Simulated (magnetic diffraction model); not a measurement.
**Solving a magnetic structure from powder neutron data: DyCo2Sn2**

Space group I4/mmm (no. 139), a = 4.3680 Å, c = 10.0250 Å.

| site | atom | x | y | z |
| --- | --- | --- | --- | --- |
| 2a | Dy | 0 | 0 | 0 |
| 4e | Sn | 1/2 | 1/2 | 0.1258 |
| 4d | Co | 1/2 | 0 | 1/4 |

This is a made-up structure (elements placed in a structure type, unrelaxed), so the numbers test the method and describe no known phase.

Only Dy and Co are taken to order (form factors of Dy3+ and Co2+); orders and moment sizes are assumed, and not adapted to the symmetry. Radiation: neutrons of λ = 2.567 Å (absorption by Dy left out), 3° to 100°; isotropic B of 0.47 Å² (Dy), 0.55 Å² (Sn) and 0.54 Å² (Co). The intensities are simulated: I ∝ L Σ (|F_N|² + |F_M⊥|²) for unpolarised neutrons, with F_M = 2.695 fm/μB × Σ f(s) S exp(2πi Q·r) exp(−B s²) at Q = H ± k (one set where k and −k are equivalent), only the part normal to Q counting and L = 1/(sin²θ cos θ). For collinear order S is the moment m, which repeats by lattice and centring translations R with the sign exp(−2πi k·R). Form factors are spin-only for 3d ions and dipole or tabulated for f ions, scattering lengths are Sears's of 1992, and absorption is left out. A label names one of the reflections at its angle. The strongest nuclear line in the range is 100, and lines under 0.2 are left out.

Above the ordering temperature:

```tsv
2θ (°)	index	I
29.67	(0 0 2)	16.7
37.39	(1 0 1)	20.7
49.11	(1 1 0)	56.6
57.84	(1 0 3)	96.7
58.43	(1 1 2)	67.5
61.61	(0 0 4)	2.9
71.99	(2 0 0)	61.4
79.74	(2 0 2)	12.8
84.04	(2 1 1)	11.6
89.56	(1 0 5)	52.5
99.12	(2 1 3)	100.0
```

Below it (cell unchanged):

```tsv
2θ (°)	I
18.44	154.6
27.99	22.5
29.67	16.7
37.39	20.7
39.11	30.4
44.73	62.9
49.11	56.6
52.90	32.4
54.60	47.8
56.27	13.4
57.47	3.3
57.84	96.7
58.43	67.5
61.61	2.9
64.50	9.4
66.01	5.3
67.51	3.1
68.59	38.5
71.99	61.4
72.96	0.4
75.06	30.2
76.47	12.8
77.89	1.9
78.91	7.8
79.74	12.8
83.09	3.7
84.04	11.6
86.49	5.2
87.87	6.1
89.56	52.5
92.00	1.1
93.00	7.6
95.02	26.1
97.79	14.2
98.80	7.4
99.12	100.0
```

**Question.** Check that the new lines index with k = (1/2 0 1/2), then choose among these models:
A. collinear moments along [001], 9.1 μB on Dy and 2.49 μB on Co; signs + at (0, 0, 0), − at (1/2, 0, 1/4), + at (0, 1/2, 1/4)
B. collinear moments along [101], 9.1 μB on Dy and 2.49 μB on Co; signs + at (0, 0, 0), − at (1/2, 0, 1/4), + at (0, 1/2, 1/4)
C. collinear moments along [101], 9.1 μB on Dy and 2.49 μB on Co; signs + at (0, 0, 0), − at (1/2, 0, 1/4), − at (0, 1/2, 1/4)
D. collinear moments along [001], 9.1 μB on Dy and 2.49 μB on Co; signs + at (0, 0, 0), − at (1/2, 0, 1/4), − at (0, 1/2, 1/4)

The new lines index as (1/2 0 1/2) at 18.44°, (1/2 0 -3/2) at 27.99°, (1/2 1 -1/2) at 39.11° and (1/2 1 3/2) at 44.73°, that is as H ± k with k = (1/2 0 1/2), one of 4 inequivalent arms of its star (k and −k counted as one), which a powder can't tell apart. Half indices mean that the moments reverse under translations with k·R a half-integer, and the magnetic cell has twice the primitive volume.

Magnetic intensity, observed (below minus above) and for each model:

| 2θ (°) | index | observed | A | B | C | D |
| --- | --- | --- | --- | --- | --- | --- |
| 18.44 | (1/2 0 1/2) | 154.6 | 280.3 | 154.6 | 92.9 | 168.5 |
| 27.99 | (1/2 0 -3/2) | 22.5 | 10.9 | 22.5 | 64.8 | 31.3 |
| 39.11 | (1/2 1 -1/2) | 30.4 | 29.3 | 30.4 | 83.5 | 80.4 |
| 44.73 | (1/2 1 3/2) | 62.9 | 75.7 | 62.9 | 38.7 | 46.5 |
| 52.90 | (3/2 0 -1/2) | 32.4 | 34.1 | 32.4 | 20.1 | 21.2 |
| 54.60 | (1/2 1 -5/2) | 47.8 | 33.2 | 47.8 | 29.8 | 20.7 |
| 64.50 | (3/2 1 1/2) | 9.4 | 11.5 | 9.4 | 22.5 | 27.6 |
| 68.59 | (3/2 1 -3/2) | 38.5 | 34.0 | 38.5 | 24.4 | 21.6 |

Model B matches.

The structure used: k = (1/2 0 1/2), collinear moments along [101], 9.1 μB on Dy and 2.49 μB on Co; signs + at (0, 0, 0), − at (1/2, 0, 1/4), + at (0, 1/2, 1/4).

[Logs are printed without paths, hosts, clocks, repeated set-up lines and the standing remarks that a program may print on its own settings, such as how far it seeks lower states.]
